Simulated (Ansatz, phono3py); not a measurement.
# Scattering channels in CdS (Greenockite, P6_3mc), one at a time, part 5 of 5

Aim: with force constants in hand, see how mesh, solver, isotopes and boundaries change the conductivity of CdS (Greenockite).

Measurements to reproduce:
- thermal conductivity 16 W/m/K near room temperature (given in “Combining the AFLOW GIBBS and Elastic Libraries to efficiently and robustly screen thermo-mechanical properties of solids”, 2017, arXiv:1611.05714)

Ansatz 0.2.0 and phono3py 4.10.0; DFT r2SCAN, scalar-relativistic, plane waves, PAW; PAW set soft_1 (the session's first sound run).

So far, κ at 300 K (W/m/K): step 3 (relaxation-time solution) 14.5; step 15 (solver LBTE) 16.2; step 16 (solver RTA with coherences (SMM19)) 14.6; step 17 (delta function Gaussian, sigma 0.03 THz) 14.2; step 18 (delta function Gaussian, sigma 1 THz) 9.07.

The database entry behind the starting cell differs from later determinations by our own check (about 0.35 % long), so it need not match the best structure at ambient conditions.

### Step 20. Without the dipole term, third order supercell 3×3×2, supercell 3×3×2

Level of this step: DFT r2SCAN, scalar-relativistic, plane waves, PAW; PAW set soft_1; phono3py on Ansatz's force constants (phono3py).

Dropping the dipole term tests how much its part of the interpolation matters for κ.

phono3py.yaml

```yaml
phono3py:
  version: "4.10.0"
  frequency_unit_conversion_factor: 15.633302
  symmetry_tolerance: 1.00000e-05

physical_unit:
  atomic_mass: "AMU"
  length: "angstrom"

space_group:
  type: "P6_3mc"
  number: 186
  Hall_symbol: "P 6c -2c"

primitive_matrix:
- [  1.000000000000000,  0.000000000000000,  0.000000000000000 ]
- [  0.000000000000000,  1.000000000000000,  0.000000000000000 ]
- [  0.000000000000000,  0.000000000000000,  1.000000000000000 ]

supercell_matrix:
- [   3,   0,   0 ]
- [   0,   3,   0 ]
- [   0,   0,   2 ]

# [primitive_cell block left out]
unit_cell:
  lattice:
  - [     4.164633929602186,     0.000000000000000,     0.000000000000000 ] # a
  - [    -2.082316964801093,     3.606678780498107,     0.000000000000000 ] # b
  - [     0.000000000000000,     0.000000000000000,     6.767836004700000 ] # c
  points:
  - symbol: Cd # 1
    coordinates: [  0.333333333333333,  0.666666666666667, -0.000955861900000 ]
    mass: 112.414000
    reduced_to: 1
  - symbol: Cd # 2
    coordinates: [  0.666666666666667,  0.333333333333333,  0.499044138100000 ]
    mass: 112.414000
    reduced_to: 2
  - symbol: S # 3
    coordinates: [  0.333333333333333,  0.666666666666667,  0.375955861900000 ]
    mass: 32.060000
    reduced_to: 3
  - symbol: S # 4
    coordinates: [  0.666666666666667,  0.333333333333333,  0.875955861900000 ]
    mass: 32.060000
    reduced_to: 4

# [supercell block left out]
phonon_supercell_matrix:
- [   3,   0,   0 ]
- [   0,   3,   0 ]
- [   0,   0,   2 ]

# [phonon_primitive_cell block left out]
# [phonon_supercell block left out]
nac:
  born_effective_charge:
  - # 1 (Cd)
    - [  2.149721815841585,  0.000000000000000,  0.000000000000000 ]
    - [  0.000000000000000,  2.149721815841584,  0.000000000000000 ]
    - [  0.000000000000000,  0.000000000000000,  2.225165993426336 ]
  - # 2 (Cd)
    - [  2.149721815841585,  0.000000000000000,  0.000000000000000 ]
    - [  0.000000000000000,  2.149721815841584,  0.000000000000000 ]
    - [  0.000000000000000,  0.000000000000000,  2.225165993426336 ]
  - # 3 (S)
    - [ -2.149721815841585,  0.000000000000000,  0.000000000000000 ]
    - [  0.000000000000000, -2.149721815841585,  0.000000000000000 ]
    - [  0.000000000000000,  0.000000000000000, -2.225165993426336 ]
  - # 4 (S)
    - [ -2.149721815841585,  0.000000000000000,  0.000000000000000 ]
    - [  0.000000000000000, -2.149721815841584,  0.000000000000000 ]
    - [  0.000000000000000,  0.000000000000000, -2.225165993426336 ]
  dielectric_constant:
    - [  5.383457480482410,  0.000000000000000,  0.000000000000000 ]
    - [  0.000000000000000,  5.383457480482409,  0.000000000000000 ]
    - [  0.000000000000000,  0.000000000000000,  5.453426528803349 ]
  unit_conversion_factor: 14.399645
```

Run with:

```bash
$ phono3py phono3py.yaml --mesh 13 13 7 --br --isotope --nonac --ts 100 300 600
```

What it wrote:

```text
Rust backend (phonors) using rayon (8 threads).
Running in phono3py.load mode.
Spglib version 2.8.0
----------------------------- General settings -----------------------------
Run mode: conductivity-RTA
HDF5 data compression filter: gzip
Crystal structure was read from "phono3py.yaml".
Supercell (dim): [3 3 2]
Phonon supercell (dim-fc2): [3 3 2]
Primitive matrix:
  [1. 0. 0.]
  [0. 1. 0.]
  [0. 0. 1.]
Spacegroup: P6_3mc (186)
Use -v option to watch primitive cell, unit cell, and supercell structures.
fc3 was read from "fc3.hdf5".
fc2 was read from "fc2.hdf5".
----------------------------- Force constants ------------------------------
Max drift of fc3: -0.00000300 (xxy) -0.00000300 (xxy) -0.00000300 (xyx)
Max drift of fc2: -0.00000900 (yy) -0.00000900 (yy)
--------------------------- Calculation settings ---------------------------
BZ integration: Tetrahedron-method
Temperature:  100.0  300.0  600.0
Cutoff frequency: 0.01
Mesh sampling: [ 13 13 7 ]
Generating grid system ... [ 13 13 7 ]
fc3-r2q-transformation over three atoms: True
--------------------------- Phonon calculations ----------------------------
Running harmonic phonon calculations...
-------------------- Lattice thermal conductivity (RTA) --------------------
Running heat capacity calculations...
Running velocity calculations...
Running isotope scattering calculations with tetrahedron method...
======================= Grid point 0 (1/84) =======================
q-point: ( 0.00  0.00  0.00)
Boundary mean free path (millimeter): 1000.000
Mass variance parameters: 2.72e-04 2.72e-04 1.65e-04 1.65e-04
Number of triplets: 84
Frequency     group velocity (x, y, z)     |gv|
  -0.005   (   0.000    0.000    0.000)    0.000
  -0.002   (   0.000    0.000    0.000)    0.000
   0.003   (   0.000    0.000    0.000)    0.000
   1.267   (  -0.000   -0.000    0.000)    0.000
   1.267   (   0.000    0.000    0.000)    0.000
   4.001   (   0.000    0.000    0.000)    0.000
   6.692   (   0.000    0.000    0.000)    0.000
   6.930   (   0.000   -0.000   -0.000)    0.000
   6.930   (   0.000   -0.000    0.000)    0.000
   7.340   (   0.000    0.000    0.000)    0.000
   7.340   (   0.000   -0.000    0.000)    0.000
   8.851   (   0.000    0.000    0.000)    0.000
======================= Grid point 1 (2/84) =======================
q-point: ( 0.08  0.00  0.00)
Boundary mean free path (millimeter): 1000.000
Mass variance parameters: 2.72e-04 2.72e-04 1.65e-04 1.65e-04
Number of triplets: 196
Frequency     group velocity (x, y, z)     |gv|
   0.244   (  16.311    9.417    0.000)   18.834
   0.294   (  11.952    6.900    0.000)   13.800
   0.843   (  32.113   18.541    0.000)   37.081
   1.281   (   1.253    0.724    0.000)    1.447
[...]
[81 grid points left out]
======================= Grid point 601 (84/84) =======================
q-point: ( 0.31  0.31  0.43)
Boundary mean free path (millimeter): 1000.000
Mass variance parameters: 2.72e-04 2.72e-04 1.65e-04 1.65e-04
Number of triplets: 322
Frequency     group velocity (x, y, z)     |gv|
[...]
4.096   (   0.715    1.238    3.502)    3.783
   4.123   (  -0.412   -0.714    0.965)    1.270
   7.621   (   0.496    0.859   -0.731)    1.233
   7.649   (  -0.636   -1.102   -3.384)    3.615
   8.335   (   4.284    7.420    3.003)    9.079
   8.365   (   3.444    5.966   -0.018)    6.889
   8.546   (  -3.406   -5.900    3.711)    7.758
   8.642   (  -1.971   -3.414   -5.069)    6.421
=================== End of collection of collisions ===================
----------- Thermal conductivity (W/m-k) with tetrahedron method -----------
#  T(K)        xx         yy         zz         yz         xz         xy
  100.0      43.445     43.445     57.017     -0.000      0.000      0.000
  300.0      14.041     14.041     17.510     -0.000      0.000      0.000
  600.0       7.197      7.197      8.858     -0.000      0.000      0.000

Thermal conductivity related properties were written into
"kappa-m13137.hdf5".
Summary of calculation was written in "phono3py.yaml".
```

It took 9.2 s on 8 threads of Intel Xeon at 2.70GHz, shared host; peak memory 0.09 GiB.

Numbers from this step:

| Item | Value |
| --- | --- |
| κ at 300 K | 15.2 W/m/K |
| κ xx, yy, zz at 300 K | 14.04, 14.04, 17.51 W/m/K |

W/m/K. Kappa, by row:

| T (K) | xx | yy | zz | yz | xz | xy |
| --- | --- | --- | --- | --- | --- | --- |
| 100 | 43.45 | 43.45 | 57.02 | 0 | 0 | 0 |
| 300 | 14.04 | 14.04 | 17.51 | 0 | 0 | 0 |
| 600 | 7.197 | 7.197 | 8.858 | 0 | 0 | 0 |

κ at 300 K goes from 14.5 to 15.2 W/(m K). Only the interpolation between the solved wavevectors changes, and the fewer these are, the more it matters.

### Step 21. A changed mass, third order supercell 3×3×2, supercell 3×3×2

Changing one mass at fixed force constants separates the effect of mass from that of bonding.

phono3py.yaml is that of step 20.

Run with:

```bash
$ phono3py phono3py.yaml --mesh 13 13 7 --br --mass 112.414 112.414 25.648 25.648 --ts 100 300 600
```

What it wrote:

```text
[banner, memory and clock lines left out]
Rust backend (phonors) using rayon (8 threads).
Running in phono3py.load mode.
Spglib version 2.8.0
----------------------------- General settings -----------------------------
Run mode: conductivity-RTA
HDF5 data compression filter: gzip
Crystal structure was read from "phono3py.yaml".
Supercell (dim): [3 3 2]
Phonon supercell (dim-fc2): [3 3 2]
Primitive matrix:
  [1. 0. 0.]
  [0. 1. 0.]
  [0. 0. 1.]
Spacegroup: P6_3mc (186)
Use -v option to watch primitive cell, unit cell, and supercell structures.
NAC parameters were read from "phono3py.yaml".
fc3 was read from "fc3.hdf5".
fc2 was read from "fc2.hdf5".
----------------------------- Force constants ------------------------------
Max drift of fc3: -0.00000300 (xxy) -0.00000300 (xxy) -0.00000300 (xyx)
Max drift of fc2: -0.00000900 (yy) -0.00000900 (yy)
--------------------------- Calculation settings ---------------------------
Non-analytical term correction (NAC): True
NAC unit conversion factor:  14.39964
BZ integration: Tetrahedron-method
Temperature:  100.0  300.0  600.0
Cutoff frequency: 0.01
Mesh sampling: [ 13 13 7 ]
Generating grid system ... [ 13 13 7 ]
fc3-r2q-transformation over three atoms: True
--------------------------- Phonon calculations ----------------------------
  PRB 50, 13035(R) (1994), PRB 55, 10355 (1997)
  G-cutoff distance: 0.89, Number of G-points: 313, Lambda: 0.22
Running harmonic phonon calculations...
-------------------- Lattice thermal conductivity (RTA) --------------------
Running heat capacity calculations...
Running velocity calculations...
======================= Grid point 0 (1/84) =======================
q-point: ( 0.00  0.00  0.00)
Boundary mean free path (millimeter): 1000.000
Number of triplets: 84
Frequency     group velocity (x, y, z)     |gv|
  -0.005   (   0.000    0.000    0.000)    0.000
  -0.002   (   0.000    0.000    0.000)    0.000
   0.003   (   0.000    0.000   -0.000)    0.000
   1.289   (  -0.000   -0.000   -0.000)    0.000
   1.289   (   0.000    0.000   -0.000)    0.000
   4.011   (   0.000   -0.000    0.000)    0.000
   7.314   (   0.000    0.000   -0.000)    0.000
   7.574   (   0.000    0.000    0.000)    0.000
   7.574   (   0.000   -0.000   -0.000)    0.000
   8.069   (   0.000    0.000    0.000)    0.000
   8.069   (   0.000   -0.000    0.000)    0.000
   9.872   (   0.000   -0.000    0.000)    0.000
======================= Grid point 1 (2/84) =======================
q-point: ( 0.08  0.00  0.00)
Boundary mean free path (millimeter): 1000.000
Number of triplets: 196
Frequency     group velocity (x, y, z)     |gv|
   0.298   (  12.042    6.953    0.000)   13.905
   0.344   (  18.079   10.438    0.000)   20.876
   0.882   (  33.832   19.533    0.000)   39.066
   1.280   (  -0.386   -0.223    0.000)    0.446
[...]
[81 grid points left out]
======================= Grid point 601 (84/84) =======================
q-point: ( 0.31  0.31  0.43)
Boundary mean free path (millimeter): 1000.000
Number of triplets: 322
Frequency     group velocity (x, y, z)     |gv|
[...]
4.098   (   0.836    1.448    3.416)    3.803
   4.124   (  -0.270   -0.467    0.987)    1.125
   8.402   (   0.506    0.876   -0.828)    1.308
   8.440   (  -1.046   -1.811   -4.410)    4.881
   9.272   (   4.895    8.479    5.107)   11.042
   9.334   (   4.250    7.361   -0.647)    8.524
   9.496   (  -3.596   -6.229    2.929)    7.766
   9.581   (  -2.197   -3.805   -5.031)    6.679
=================== End of collection of collisions ===================
----------- Thermal conductivity (W/m-k) with tetrahedron method -----------
#  T(K)        xx         yy         zz         yz         xz         xy
  100.0      60.183     60.183     62.394     -0.000      0.000      0.000
  300.0      15.181     15.181     15.672     -0.000      0.000      0.000
  600.0       7.317      7.317      7.544     -0.000      0.000      0.000

Thermal conductivity related properties were written into
"kappa-m13137.hdf5".
Summary of calculation was written in "phono3py.yaml".
```

Run time: 7.8 s. Hardware: 8 threads; peak memory 0.09 GiB.

This step gave:

* κ at 300 K: 15.34 W/m/K
* κ xx, yy, zz at 300 K: 15.18, 15.18, 15.67 W/m/K

W/m/K. Kappa, by row:

| T (K) | xx | yy | zz | yz | xz | xy |
| --- | --- | --- | --- | --- | --- | --- |
| 100 | 60.18 | 60.18 | 62.39 | 0 | 0 | 0 |
| 300 | 15.18 | 15.18 | 15.67 | 0 | 0 | 0 |
| 600 | 7.317 | 7.317 | 7.544 | 0 | 0 | 0 |

Without isotope scattering in either run, κ at 300 K goes from 15.8 to 15.3 W/(m K).

### Step 22. Mass disorder, third order supercell 3×3×2, supercell 3×3×2

A typed mass variance takes the place of the natural one on the sites of one element, as a model of more or less disorder.

phono3py.yaml is that of step 21.

Run with:

```bash
$ phono3py phono3py.yaml --mesh 13 13 7 --br --isotope --mv 0.0002716 0.0002716 0.001 0.001 --ts 100 150 200 300 400 500 600 800
```

What it wrote:

```text
[banner, memory and clock lines left out]
Rust backend (phonors) using rayon (8 threads).
Running in phono3py.load mode.
Spglib version 2.8.0
----------------------------- General settings -----------------------------
Run mode: conductivity-RTA
HDF5 data compression filter: gzip
Crystal structure was read from "phono3py.yaml".
Supercell (dim): [3 3 2]
Phonon supercell (dim-fc2): [3 3 2]
Primitive matrix:
  [1. 0. 0.]
  [0. 1. 0.]
  [0. 0. 1.]
Spacegroup: P6_3mc (186)
Use -v option to watch primitive cell, unit cell, and supercell structures.
NAC parameters were read from "phono3py.yaml".
fc3 was read from "fc3.hdf5".
fc2 was read from "fc2.hdf5".
----------------------------- Force constants ------------------------------
Max drift of fc3: -0.00000300 (xxy) -0.00000300 (xxy) -0.00000300 (xyx)
Max drift of fc2: -0.00000900 (yy) -0.00000900 (yy)
--------------------------- Calculation settings ---------------------------
Non-analytical term correction (NAC): True
NAC unit conversion factor:  14.39964
BZ integration: Tetrahedron-method
Temperature:  100.0  150.0  200.0  300.0  400.0 ... 800.0
Cutoff frequency: 0.01
Mesh sampling: [ 13 13 7 ]
Generating grid system ... [ 13 13 7 ]
fc3-r2q-transformation over three atoms: True
--------------------------- Phonon calculations ----------------------------
  PRB 50, 13035(R) (1994), PRB 55, 10355 (1997)
  G-cutoff distance: 0.89, Number of G-points: 313, Lambda: 0.22
Running harmonic phonon calculations...
-------------------- Lattice thermal conductivity (RTA) --------------------
Running heat capacity calculations...
Running velocity calculations...
Running isotope scattering calculations with tetrahedron method...
======================= Grid point 0 (1/84) =======================
q-point: ( 0.00  0.00  0.00)
Boundary mean free path (millimeter): 1000.000
Mass variance parameters: 2.72e-04 2.72e-04 1.00e-03 1.00e-03
Number of triplets: 84
Frequency     group velocity (x, y, z)     |gv|
  -0.005   (   0.000    0.000    0.000)    0.000
  -0.002   (   0.000    0.000    0.000)    0.000
   0.003   (   0.000    0.000   -0.000)    0.000
   1.267   (   0.000   -0.000   -0.000)    0.000
   1.267   (   0.000    0.000    0.000)    0.000
   4.001   (   0.000    0.000   -0.000)    0.000
   6.692   (   0.000    0.000    0.000)    0.000
   6.930   (   0.000   -0.000   -0.000)    0.000
   6.930   (   0.000    0.000    0.000)    0.000
   7.340   (   0.000   -0.000   -0.000)    0.000
   7.340   (  -0.000   -0.000    0.000)    0.000
   8.851   (   0.000    0.000    0.000)    0.000
======================= Grid point 1 (2/84) =======================
q-point: ( 0.08  0.00  0.00)
Boundary mean free path (millimeter): 1000.000
Mass variance parameters: 2.72e-04 2.72e-04 1.00e-03 1.00e-03
Number of triplets: 196
Frequency     group velocity (x, y, z)     |gv|
   0.292   (  11.785    6.804    0.000)   13.608
   0.337   (  17.699   10.219    0.000)   20.437
   0.862   (  33.121   19.122    0.000)   38.245
   1.259   (  -0.362   -0.209    0.000)    0.418
[...]
[81 grid points left out]
======================= Grid point 601 (84/84) =======================
q-point: ( 0.31  0.31  0.43)
Boundary mean free path (millimeter): 1000.000
Mass variance parameters: 2.72e-04 2.72e-04 1.00e-03 1.00e-03
Number of triplets: 322
Frequency     group velocity (x, y, z)     |gv|
[...]
4.093   (   0.917    1.589    3.508)    3.959
   4.121   (  -0.248   -0.429    0.951)    1.072
   7.622   (   0.381    0.661   -0.582)    0.960
   7.652   (  -0.831   -1.439   -3.386)    3.772
   8.349   (   3.806    6.592    3.057)    8.203
   8.378   (   2.801    4.851    0.069)    5.602
   8.530   (  -2.805   -4.859    3.670)    6.704
   8.627   (  -1.169   -2.025   -5.180)    5.684
=================== End of collection of collisions ===================
----------- Thermal conductivity (W/m-k) with tetrahedron method -----------
#  T(K)        xx         yy         zz         yz         xz         xy
  100.0      45.124     45.124     47.742     -0.000      0.000      0.000
  150.0      28.824     28.824     29.994     -0.000      0.000      0.000
  200.0      21.252     21.252     21.952     -0.000      0.000      0.000
  300.0      14.103     14.103     14.466     -0.000      0.000      0.000
  400.0      10.630     10.630     10.866     -0.000      0.000      0.000
  500.0       8.555      8.555      8.726     -0.000      0.000      0.000
  600.0       7.169      7.169      7.301     -0.000      0.000      0.000
  800.0       5.424      5.424      5.513     -0.000      0.000      0.000

Thermal conductivity related properties were written into
"kappa-m13137.hdf5".
Summary of calculation was written in "phono3py.yaml".
```

Run time: 11 s. Hardware: 8 threads; peak memory 0.09 GiB; 70 s of CPU time.

This step gave:

* κ at 300 K: 14.22 W/m/K
* κ xx, yy, zz at 300 K: 14.1, 14.1, 14.47 W/m/K

W/m/K. Kappa, by row:

| T (K) | xx | yy | zz | yz | xz | xy |
| --- | --- | --- | --- | --- | --- | --- |
| 100 | 45.12 | 45.12 | 47.74 | 0 | 0 | 0 |
| 150 | 28.82 | 28.82 | 29.99 | 0 | 0 | 0 |
| 200 | 21.25 | 21.25 | 21.95 | 0 | 0 | 0 |
| 300 | 14.1 | 14.1 | 14.47 | 0 | 0 | 0 |
| 400 | 10.63 | 10.63 | 10.87 | 0 | 0 | 0 |
| 500 | 8.555 | 8.555 | 8.726 | 0 | 0 | 0 |
| 600 | 7.169 | 7.169 | 7.301 | 0 | 0 | 0 |
| 800 | 5.424 | 5.424 | 5.513 | 0 | 0 | 0 |

κ at 300 K goes from 14.5 in the base run to 14.2 W/(m K).

### Step 23. A faulty attempt, third order supercell 3×3×2, supercell 3×3×2

This input was changed on purpose, to see how the program answers.

phono3py.yaml is that of step 22.

Run with:

```bash
$ phono3py phono3py.yaml --br --ts 300
```

What it wrote:

```text
Rust backend (phonors) using rayon (8 threads).
Running in phono3py.load mode.
Spglib version 2.8.0
----------------------------- General settings -----------------------------
Run mode: conductivity-RTA
HDF5 data compression filter: gzip
Crystal structure was read from "phono3py.yaml".
Supercell (dim): [3 3 2]
Phonon supercell (dim-fc2): [3 3 2]
Primitive matrix:
  [1. 0. 0.]
  [0. 1. 0.]
  [0. 0. 1.]
Spacegroup: P6_3mc (186)
Use -v option to watch primitive cell, unit cell, and supercell structures.

Mesh numbers have to be specified.

  ___ _ __ _ __ ___  _ __
 / _ \ '__| '__/ _ \| '__|
|  __/ |  | | | (_) | |
 \___|_|  |_|  \___/|_|
```

It took 0.48 s on 8 threads; peak memory 0.07 GiB.

The run ended with an error.

The fault put into the input: no mesh.

### Step 24. Outcome

| Property | Result |
| --- | --- |
| κ at 300 K, RTA, natural isotopes, mesh 13×13×7 | 14.5 W/m/K |
| κ at 300 K, RTA, pure, mesh 13×13×7 | 15.8 W/m/K |
| κ at 300 K, LBTE, mesh 13×13×7 | 16.2 W/m/K |
| κ at 300 K, with coherences, mesh 13×13×7 | 14.6 W/m/K |
| κ at 300 K, no dipole term, mesh 13×13×7 | 15.2 W/m/K |

On these constants κ of CdS (Greenockite) at 300 K is 14.5 W/(m K) in the base run, by relaxation time; smearing and coherences move that between 9.07 and 14.6. The full solution gives 16.2 W/(m K) (phono3py, mesh 13×13×7). On the same constants and mesh Ansatz's figure, which includes its coherence part, and phono3py's, which doesn't, differ by up to 1.6 %; with phono3py's own coherence part added, which is defined differently, the largest difference is 0.63 %. The last step of the mesh series (19x19x11 to 25x25x13) moves κ at 300 K by -2.0 %, while the coarsest mesh gives 61 % of the densest value. Normal processes make 58 % of the three-phonon scattering at 300 K, weighting modes by their heat capacity. A boundary length of 0.03 µm leaves 30 % of κ at 300 K. A boundary length of 0.3 µm leaves 71 % of κ at 300 K. Scaling the mass of S by 0.8 at fixed force constants, a model exercise, multiplies the isotope-free κ by 0.972. A mass variance of 0.001 on the S sites, typed in place of the natural one, gives 98 % of the base value. A measured thermal conductivity near room temperature is 16 W/m/K (arXiv:1611.05714); the calculated 16.2 W/m/K differs by +1 %. Part of this agreement may be a cancellation, since four-phonon scattering and the shift of frequencies with temperature are both left out. The PAW files were made for PBE and are used here under another functional, for which the program regenerates the frozen cores.

[Logs are printed without paths, hosts, clocks, repeated set-up lines and the standing remarks that a program may print on its own settings, such as how far it seeks lower states.]

[Hosts, paths, dates, database ids (printed as entryN), source tags and the programs' standing remarks are cut or masked in the printed files.]

[A step with changed settings may run another functional than the one named; its input shows which.]
